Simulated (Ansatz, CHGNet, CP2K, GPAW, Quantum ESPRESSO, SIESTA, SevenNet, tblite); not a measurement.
**Random packing of 26Ag2S-74GeS2 (mol %) (81 atoms) in GPAW**

Aim: run random packing of 26Ag2S-74GeS2 (mol %) (81 atoms) in GPAW and see how near its forces come to a plane-wave reference, and at what cost.

Method: the method is named at each step, in GPAW 26.7.0.

**1. Set-up**

The cell holds 81 atoms: 14 Ag, 47 S and 20 Ge. Cell: a = 12.404 Å, b = 12.404 Å, c = 12.404 Å, α = 90.0°, β = 90.0°, γ = 90.0°. 81 atoms (14 Ag, 47 S, 20 Ge) packed at random in a cube at 3.89 g/cm³ and pushed apart as soft spheres, cations and anions kept from their own kind; a start for melting by ab initio MD, not an equilibrated structure. Then every atom was moved at random, 0.03 Å r.m.s. a Cartesian component.

The yardstick, on the same geometry:

```
method                 : Kohn-Sham DFT, PBE, SSSP efficiency 1.3.0 pseudopotentials, plane waves (Quantum ESPRESSO 7.5); sssp-pbe-1.3.0-efficiency, cutoffs 45/360 Ry, Γ point
r.m.s. force component : 0.7385 eV/Å
longest force          : 3.123 eV/Å
pressure               : -0.921 GPa
time                   : 19 min on 4 MPI ranks of Arm Neoverse V1, shared host
CPU time               : 75 min
```

**2. PBE, LCAO dzp, h 0.2 Å**

Method: Kohn-Sham DFT, PBE, PAW, atomic orbitals (dzp).

The input, run.py:

```python
import numpy as np
from ase.io import read
from gpaw import GPAW, FermiDirac

atoms = read("structure.xyz")
atoms.calc = GPAW(
    mode="lcao",
    basis="dzp",
    h=0.2,
    xc="PBE",
    kpts={"size": (1, 1, 1), "gamma": True},
    occupations=FermiDirac(0.05),
    maxiter=200,
    symmetry={"point_group": False},
    txt="gpaw.txt",
)
energy = atoms.get_potential_energy(force_consistent=True)
forces = atoms.get_forces()
print(f"energy {energy:.6f} eV")
print("forces (eV/A)")
for i, (a, f) in enumerate(zip(atoms, forces)):
    print(f"{i:4d} {a.symbol:2s} {f[0]:10.5f} {f[1]:10.5f} {f[2]:10.5f}")
print(f"Fermi level {atoms.calc.get_fermi_level():.4f} eV")
for k in range(len(atoms.calc.get_ibz_k_points())):
    for s in range(atoms.calc.get_number_of_spins()):
        e = atoms.calc.get_eigenvalues(kpt=k, spin=s)
        n = np.searchsorted(e, atoms.calc.get_fermi_level())
        print(f"k {k} spin {s} levels about the Fermi level:", np.round(e[max(n - 6, 0):n], 4).tolist(), "|", np.round(e[n:n + 6], 4).tolist())
```

The input, structure.xyz:

```xyz
81
Lattice="12.40390 0.00000 0.00000 0.00000 12.40390 0.00000 0.00000 0.00000 12.40390" Properties=species:S:1:pos:R:3 pbc="T T T"
Ag 7.06464 4.38490 2.60321
Ag 2.87857 11.37276 1.25862
Ag 9.14651 11.54220 1.43141
Ag 8.28060 8.89980 3.06711
Ag 11.39509 9.78643 8.51292
Ag 12.19787 11.45463 12.36830
Ag 5.00324 11.04208 5.68446
Ag 10.73620 8.59764 12.10348
Ag 5.27910 9.91952 8.77030
Ag 5.42162 1.89680 8.52967
Ag 0.81221 1.61586 2.30440
Ag 9.41009 12.00301 4.86295
Ag 3.46056 0.92732 4.10172
Ag 1.70206 9.24537 5.67702
S 11.16500 0.55309 1.61871
S 0.64910 7.94036 2.78592
S 10.65619 2.25974 10.01255
S 0.32535 11.81397 8.25393
S 3.73854 5.02978 6.46578
S 10.21089 6.15246 2.39854
S 7.42746 5.37089 0.41193
S 1.88266 9.34783 0.20132
S 7.21535 0.26085 0.51737
S 0.26408 4.46516 8.91568
S 4.23705 3.31494 3.96255
S 10.02545 10.15954 6.52768
S 6.96665 0.27214 9.66351
S 9.23173 4.32896 4.87076
S 1.62255 0.75453 0.11635
S 4.99766 4.99579 9.57817
S 9.92808 11.51702 9.72478
S 6.14340 2.74498 6.43651
S 10.24835 7.37970 9.23371
S 10.99841 1.88142 6.81334
S 5.79076 8.84187 4.94717
S 2.40983 2.12652 6.50659
S 11.35131 6.17565 6.52458
S 5.31408 3.20318 12.17492
S 10.51355 9.90935 2.69884
S 3.84856 8.36147 7.56514
S 1.41367 8.89062 9.47385
S 2.75317 2.51824 9.72218
S 0.12702 3.77240 4.73965
S 6.18483 9.51181 11.00747
S 7.70505 12.31993 6.60198
S 8.58734 1.96763 2.88664
S 6.33678 11.81782 3.74647
S 8.02991 3.92583 9.40786
S 8.46343 8.51118 0.60779
S 5.32251 9.24190 1.75900
S 7.27439 7.69798 7.91902
S 8.96331 7.54294 4.99232
S 1.82722 4.93998 11.65458
S 11.03029 4.69215 12.01777
S 6.33976 5.57803 4.67515
S 3.46205 11.65123 7.53686
[... 21 atom lines left out ...]
Ge 7.40674 2.49790 0.07703
Ge 3.94531 8.28432 3.51402
Ge 12.39187 6.84460 9.30950
Ge 8.03822 5.80775 6.55360
```

Command:

```console
OMP_NUM_THREADS=1 python run.py > output.txt
```

Output:

```text
energy -266.503498 eV
forces (eV/A)
   0 Ag    0.13238    0.09934    0.10676
   1 Ag    0.19818   -0.27510   -0.31210
   2 Ag   -0.41346   -0.33045   -0.08759
   3 Ag   -0.97730    0.04006   -0.22898
   4 Ag    0.71711   -0.31559    0.68098
   5 Ag   -0.23619   -0.86710   -0.67878
   6 Ag    0.10132    0.54314   -0.07152
   7 Ag    0.03950    0.03278   -0.03528
   8 Ag    0.16950    0.52597   -0.22912
   9 Ag   -0.65982    0.02703    0.67383
  10 Ag    0.62649    0.73592    0.95763
  11 Ag    0.35889    0.10426   -0.61517
  12 Ag   -0.61957    0.42016    0.82945
  13 Ag    0.07241    0.13751    0.09404
  14 S    -0.50584    0.33722    0.09420
  15 S     0.19338   -0.32044    0.50302
  16 S    -0.24511    0.71358   -0.55067
  17 S     0.53769    0.63989    0.34473
  18 S     0.08751   -3.50414    1.32668
  19 S     0.15125   -0.60993   -0.24812
  20 S     0.10400   -0.26963    0.15172
  21 S    -1.68428    0.19511    0.92944
  22 S    -0.36039   -1.30704   -0.37418
  23 S    -0.64413    0.11311    0.47601
[...]
73 Ge   -2.07460   -0.69321    1.77167
  74 Ge   -1.31249    0.72833    0.53493
  75 Ge    2.37547    1.43253    0.51169
  76 Ge    1.03413    0.80201    0.89208
  77 Ge    1.47353    0.65339   -0.32901
  78 Ge    1.38073    0.00357   -1.08367
  79 Ge    1.95372    0.43578   -0.27272
  80 Ge    0.41845   -0.57746   -0.79578
Fermi level 3.9447 eV
k 0 spin 0 levels about the Fermi level: [3.7988, 3.8202, 3.8433, 3.8643, 3.8901, 3.9128] | [3.9862, 3.9953, 4.0275, 4.0299, 4.0671, 4.09]
```

gpaw.txt:

```text
Input parameters:
  mode=LCAO(),
  basis={'default': 'dzp'},
  h=0.2,
  kpts=MonkhorstPack(size=(1, 1, 1), gamma=True),
  maxiter=200,
  occupations=Occupations(name='fermi-dirac', width=0.05, fixmagmom=False),
  symmetry=Symmetry(point_group=False),
  xc=XC(name='PBE')
Unit cell  # Å
| periodic |         x |         y |         z |   lengths |    angles |
|----------|-----------|-----------|-----------|-----------|-----------|
|      yes | 12.403900 |  0.000000 |  0.000000 | 12.403900 | 90.000000 |
|      yes |  0.000000 | 12.403900 |  0.000000 | 12.403900 | 90.000000 |
|      yes |  0.000000 |  0.000000 | 12.403900 | 12.403900 | 90.000000 |
Number of symmetries: 1
Symmetry operations  # r_c * U_cc + t_c -> r_c
|   | kind |            matrix            |
|---|------|------------------------------|
| 0 |  E   |  1, 0, 0,  0, 1, 0,  0, 0, 1 |
BZ-sampling:
  Number of BZ points: 1
  Number of IBZ points: 1
  Monkhorst-Pack size: [1, 1, 1]
  Monkhorst-Pack shift: [0, 0, 0]
[... lines left out ...]
  Fermi-Dirac:
[... lines left out ...]
    Stencil: 6*3+1=19 point O(h^6) finite-difference Laplacian
xc functional:
  name: PBE with 2 nearest neighbor stencil
interpolation: tri-quintic # 5. degree polynomial
Initialization done in: 13.736 s
convergence criteria:
- Maximum [total energy] change in last 3 cyles: 0.0005 eV / valence electron
- Maximum integral of absolute [dens]ity change: 0.0001 electrons / valence electron
- Maximum integral of absolute [eigenst]ate change: 4e-08 eV^2 / valence electron
maximum number of iterations: 200
SCF iterations
|iter     |      energy | eigst |  dens |
|---------|-------------|-------|-------|
|iter:   1| -288.821146 |      c|       |
|iter:   2| -275.532596 |      c| -1.09 |
|iter:   3| -271.210354 |      c| -1.21 |
|iter:   4| -270.535084 |      c| -1.30 |
[...]
|iter:   8| -266.617130 |      c| -1.64 |
|iter:   9| -266.593737 |      c| -1.86 |
|iter:  10| -266.514302c|      c| -1.90 |
|iter:  11| -266.322924c|      c| -1.99 |
|iter:  12| -266.286262c|      c| -2.16 |
[...]
|iter:  24| -266.215418c|      c| -3.87 |
|iter:  25| -266.215512c|      c| -3.98 |
|iter:  26| -266.215610c|      c| -4.18c|
Converged in 26 steps
SCF loop duration: 440.312 s (16.935 s/step)
Energy contributions relative to reference atoms: (reference = -3676630.461187)
Energy contributions:
  Kinetic:         400.529332
  Coulomb:        -392.788451
  Zero:              1.836051
  External:          0.000000
  Xc:             -275.504653
  Entropy:          -0.575775
  Spinorbit:         0.000000
  ----------------------------
  Free energy:    -266.503498
  Extrapolated:   -266.215610
dipole moment: (-29.174528, 81.251074, 15.073403)  # |e|*Ang
Fermi level: 3.945
Eigenvalues  # (at kpt = [0.000, 0.000, 0.000])
| band index |      eig [eV] | occ [0-2] |
|------------|---------------|-----------|
|          0 |       -51.944 |     2.000 |
|        ... |               |           |
|        292 |         3.754 |     1.957 |
|        293 |         3.784 |     1.923 |
[...]
|        307 |         4.134 |     0.045 |
|        ... |               |           |
|        363 |         8.232 |     0.000 |
Gap: 0.073 eV
Transition (v -> c):
  (s=0, k=0, n=299, [0.00, 0.00, 0.00]) -> (s=0, k=0, n=300, [0.00, 0.00, 0.00])
No difference between direct/indirect transitions
Force computation time: 40.038  # s
timing:  # [seconds]
  Total:  494.117  # ━━━━━━━━━━━━━━━━━━━━━━━━━━━━━━━━━━━━━━━━━━━━━━━━━━━━━━━━
  Init:    13.735  # ━╸
  SCF:    440.312  # ━━━━━━━━━━━━━━━━━━━━━━━━━━━━━━━━━━━━━━━━━━━━━━━━━━
  Forces:  40.038  # ━━━━╸
```

Run time: 8.3 min. Hardware: 1 thread of Arm Neoverse V1, shared host; peak memory 1.9 GiB.

Banners, paths, timers and routine set-up lines are dropped from the logs unmarked, and long logs keep their key lines alone; longer cuts are marked.

Against the reference:

* r.m.s. force component: 0.8355 eV/Å
* r.m.s. difference of force components: 164 meV/Å
* longest difference of force vectors: 645.7 meV/Å
* force difference over r.m.s. force: 22.21 %
* slope of forces against the reference's: 1.115
* correlation of force components: 0.9858

Length of the force difference by element (eV/Å):

| element | atoms | mean | most |
| --- | --- | --- | --- |
| Ag | 14 | 0.14 | 0.23 |
| Ge | 20 | 0.31 | 0.53 |
| S | 47 | 0.26 | 0.65 |

Local excerpt of 10 atoms (numbers count through the whole input) about S48, which has 1 bonded neighbour where the commonest count for S is 2; x, y, z are measured from there.

```
atom      x      y      z  distance (Å)  bonds     Fx     Fy  Fz (eV/Å)
 S48   0.00   0.00   0.00          0.00      1   0.73   0.59       0.22
Ge66   2.01   1.18   0.42          2.37      3  -0.56  -2.41       0.22
 S17   2.63  -1.67   0.60          3.17      0  -0.25   0.71      -0.55
 S30  -3.03   1.07   0.17          3.22      0  -0.02  -0.44      -0.85
Ge81   0.01   1.88  -2.85          3.42      4   0.42  -0.58      -0.80
Ag10  -2.61  -2.03  -0.88          3.42      2  -0.66   0.03       0.67
Ge78  -0.62  -1.43   3.07          3.45      2   1.47   0.65      -0.33
 S32  -1.89  -1.18  -2.97          3.71      2   0.07   0.40      -0.76
 S21  -0.60   1.45   3.41          3.75      1   0.10  -0.27       0.15
 S27  -1.06  -3.65   0.26          3.81      2   0.03  -0.17      -0.13
```

Atoms are counted from 1 here, from 0 in the log.

Forces lie 22 % from the reference's, at 0.11 times its CPU time (on 1 against 4 cores).

**3. PBE, plane waves 550 eV**

Method: Kohn-Sham DFT, PBE, PAW, plane waves.

run.py, as its differences from that of step 2:

```diff
@@ -2,3 +2,4 @@
 from ase.io import read
-from gpaw import GPAW, FermiDirac
+from gpaw import GPAW, FermiDirac, PW
+from ase.parallel import parprint as print
 
@@ -6,5 +7,3 @@
 atoms.calc = GPAW(
-    mode="lcao",
-    basis="dzp",
-    h=0.2,
+    mode=PW(550),
     xc="PBE",
@@ -14,2 +13,3 @@
     symmetry={"point_group": False},
+    nbands=486,
     txt="gpaw.txt",
@@ -22,2 +22,6 @@
     print(f"{i:4d} {a.symbol:2s} {f[0]:10.5f} {f[1]:10.5f} {f[2]:10.5f}")
+stress = -atoms.get_stress(voigt=False) * 160.21766
+print("stress (GPa, compression positive)")
+for row in stress:
+    print(" ".join(f"{x:10.4f}" for x in row))
 print(f"Fermi level {atoms.calc.get_fermi_level():.4f} eV")
```

structure.xyz is that of step 2.

Command:

```console
OMP_NUM_THREADS=1 mpirun -np 4 gpaw python run.py > output.txt
```

Output:

```text
energy -284.492952 eV
forces (eV/A)
   0 Ag    0.12535    0.18648    0.09084
   1 Ag    0.15657   -0.21502   -0.24755
   2 Ag   -0.35182   -0.28145   -0.08054
   3 Ag   -0.76078   -0.03791   -0.26335
   4 Ag    0.69342   -0.21349    0.60454
   5 Ag   -0.17798   -0.71247   -0.53998
   6 Ag    0.13234    0.47335   -0.11372
   7 Ag   -0.10848    0.01097    0.00395
   8 Ag    0.09798    0.41122   -0.16403
   9 Ag   -0.52686    0.04201    0.55688
  10 Ag    0.47533    0.62321    0.81470
  11 Ag    0.26816    0.07200   -0.45838
[...]
76 Ge    0.87449    0.77525    0.96263
  77 Ge    1.20032    0.56630   -0.24872
  78 Ge    1.41288    0.24211   -1.08741
  79 Ge    1.72137    0.35809   -0.33920
  80 Ge    0.34234   -0.40925   -1.00733
stress (GPa, compression positive)
    0.5275     0.4686    -1.1484
    0.4686    -1.4963    -0.0592
   -1.1484    -0.0592    -0.9312
Fermi level 3.9100 eV
k 0 spin 0 levels about the Fermi level: [3.7655, 3.7863, 3.8078, 3.8297, 3.8528, 3.8802] | [3.9499, 3.9607, 3.9923, 3.9954, 4.035, 4.0584]
```

gpaw.txt:

```text
Input parameters:
  mode=PW(ecut=550.0),
  kpts=MonkhorstPack(size=(1, 1, 1), gamma=True),
  maxiter=200,
  nbands=486,
  occupations=Occupations(name='fermi-dirac', width=0.05, fixmagmom=False),
  symmetry=Symmetry(point_group=False),
  xc=XC(name='PBE')
[... lines left out ...]
  Converge bands: occupied
[... lines left out ...]
  Fermi-Dirac:
[... lines left out ...]
convergence criteria:
- Maximum [total energy] change in last 3 cyles: 0.0005 eV / valence electron
[... lines left out ...]
Converged in 28 steps
[... lines left out ...]
  Free energy:    -284.492952
[... lines left out ...]
Fermi level: 3.910
[... lines left out ...]
|------------|---------------|-----------|
|          0 |       -51.869 |     2.000 |
|        ... |               |           |
|        292 |         3.722 |     1.955 |
|        293 |         3.745 |     1.929 |
[...]
|        ... |               |           |
[...]
Gap: 0.070 eV
Transition (v -> c):
  (s=0, k=0, n=299, [0.00, 0.00, 0.00]) -> (s=0, k=0, n=300, [0.00, 0.00, 0.00])
No difference between direct/indirect transitions
Force computation time: 5.027  # s
Stress tensor  # eV/Ang^3
|         x |         y |        z |
|-----------|-----------|----------|
[...]
| -0.002925 |  0.009339 | 0.000369 |
|  0.007168 |  0.000369 | 0.005812 |
Stress computation time: 26.989  # s
```

Run time: 7.4 min. Hardware: 4 MPI ranks; peak memory 3.2 GiB.

Compared with the plane-wave run:

- r.m.s. force component: 0.762 eV/Å
- r.m.s. difference of force components: 38.28 meV/Å
- longest difference of force vectors: 167.3 meV/Å
- force difference over r.m.s. force: 5.184 %
- slope of forces against the reference's: 1.031
- correlation of force components: 0.9992
- pressure: -0.6333 GPa
- pressure difference: 0.2877 GPa

Against the first run (22 %), the force difference from the reference is 5.2 %, at 3.6 times the CPU time (on 4 against 1 cores).

The run ends at a pressure of -0.63 GPa, with forces up to 3.3 eV/Å.

**4. LDA, LCAO dzp, h 0.2 Å**

Method: Kohn-Sham DFT, LDA, PAW, atomic orbitals (dzp).

run.py, as its differences from that of step 3:

```diff
@@ -2,4 +2,3 @@
 from ase.io import read
-from gpaw import GPAW, FermiDirac, PW
-from ase.parallel import parprint as print
+from gpaw import GPAW, FermiDirac
 
@@ -7,4 +6,6 @@
 atoms.calc = GPAW(
-    mode=PW(550),
-    xc="PBE",
+    mode="lcao",
+    basis="dzp",
+    h=0.2,
+    xc="LDA",
     kpts={"size": (1, 1, 1), "gamma": True},
@@ -13,3 +14,2 @@
     symmetry={"point_group": False},
-    nbands=486,
     txt="gpaw.txt",
@@ -22,6 +22,2 @@
     print(f"{i:4d} {a.symbol:2s} {f[0]:10.5f} {f[1]:10.5f} {f[2]:10.5f}")
-stress = -atoms.get_stress(voigt=False) * 160.21766
-print("stress (GPa, compression positive)")
-for row in stress:
-    print(" ".join(f"{x:10.4f}" for x in row))
 print(f"Fermi level {atoms.calc.get_fermi_level():.4f} eV")
```

structure.xyz is that of step 3.

Command:

```console
OMP_NUM_THREADS=1 python run.py > output.txt
```

Output:

```text
energy -318.709109 eV
forces (eV/A)
   0 Ag    0.23388    0.13794    0.11938
   1 Ag    0.07428   -0.18495   -0.24485
   2 Ag   -0.28683   -0.27079   -0.01560
   3 Ag   -0.65269    0.00808   -0.29022
   4 Ag    0.63877   -0.08647    0.60844
   5 Ag   -0.14115   -0.66434   -0.30423
[...]
78 Ge    1.33068    0.14312   -1.03806
  79 Ge    1.77607    0.44784   -0.31321
  80 Ge    0.35603   -0.45021   -0.89914
Fermi level 3.6619 eV
k 0 spin 0 levels about the Fermi level: [3.5143, 3.5325, 3.5608, 3.581, 3.6051, 3.6339] | [3.705, 3.7116, 3.7421, 3.749, 3.7828, 3.8071]
```

gpaw.txt:

```text
Input parameters:
  mode=LCAO(),
  basis={'default': 'dzp'},
  h=0.2,
  kpts=MonkhorstPack(size=(1, 1, 1), gamma=True),
  maxiter=200,
  occupations=Occupations(name='fermi-dirac', width=0.05, fixmagmom=False),
[... lines left out ...]
  Fermi-Dirac:
[... lines left out ...]
convergence criteria:
- Maximum [total energy] change in last 3 cyles: 0.0005 eV / valence electron
[... lines left out ...]
Converged in 25 steps
[... lines left out ...]
  Free energy:    -318.709109
[... lines left out ...]
Fermi level: 3.662
[... lines left out ...]
|        ... |               |           |
|        363 |         7.849 |     0.000 |
Gap: 0.071 eV
Transition (v -> c):
  (s=0, k=0, n=299, [0.00, 0.00, 0.00]) -> (s=0, k=0, n=300, [0.00, 0.00, 0.00])
No difference between direct/indirect transitions
Force computation time: 41.771  # s
timing:  # [seconds]
  Total:  440.433  # ━━━━━━━━━━━━━━━━━━━━━━━━━━━━━━━━━━━━━━━━━━━━━━━━━━━━━━━━
  Init:    11.024  # ━╸
  SCF:    387.603  # ━━━━━━━━━━━━━━━━━━━━━━━━━━━━━━━━━━━━━━━━━━━━━━━━━╸
  Forces:  41.771  # ━━━━━╸
```

Wall time 7.4 min (1 thread); peak memory 1.9 GiB.

Against the reference:

| Quantity | Value |
| --- | --- |
| r.m.s. force component | 0.7726 eV/Å |
| r.m.s. difference of force components | 131.5 meV/Å |
| longest difference of force vectors | 446.5 meV/Å |
| force difference over r.m.s. force | 17.81 % |
| slope of forces against the reference's | 1.031 |
| correlation of force components | 0.9859 |

Against the first run (22 %), the force difference from the reference is 18 %, at 0.89 times the CPU time; another functional landing nearer a PBE reference means that errors partly cancel.

(Part 1 of 2 ends here.)

[Also dropped from logs without a mark: logging warnings of Python, and SIESTA's first energy breakdown and zero terms.]

[Logs are printed without paths, hosts, clocks, repeated set-up lines and the standing remarks that a program may print on its own settings, such as how far it seeks lower states.]

[Hosts, paths, dates, database ids (printed as entryN), source tags and the programs' standing remarks are cut or masked in the printed files.]
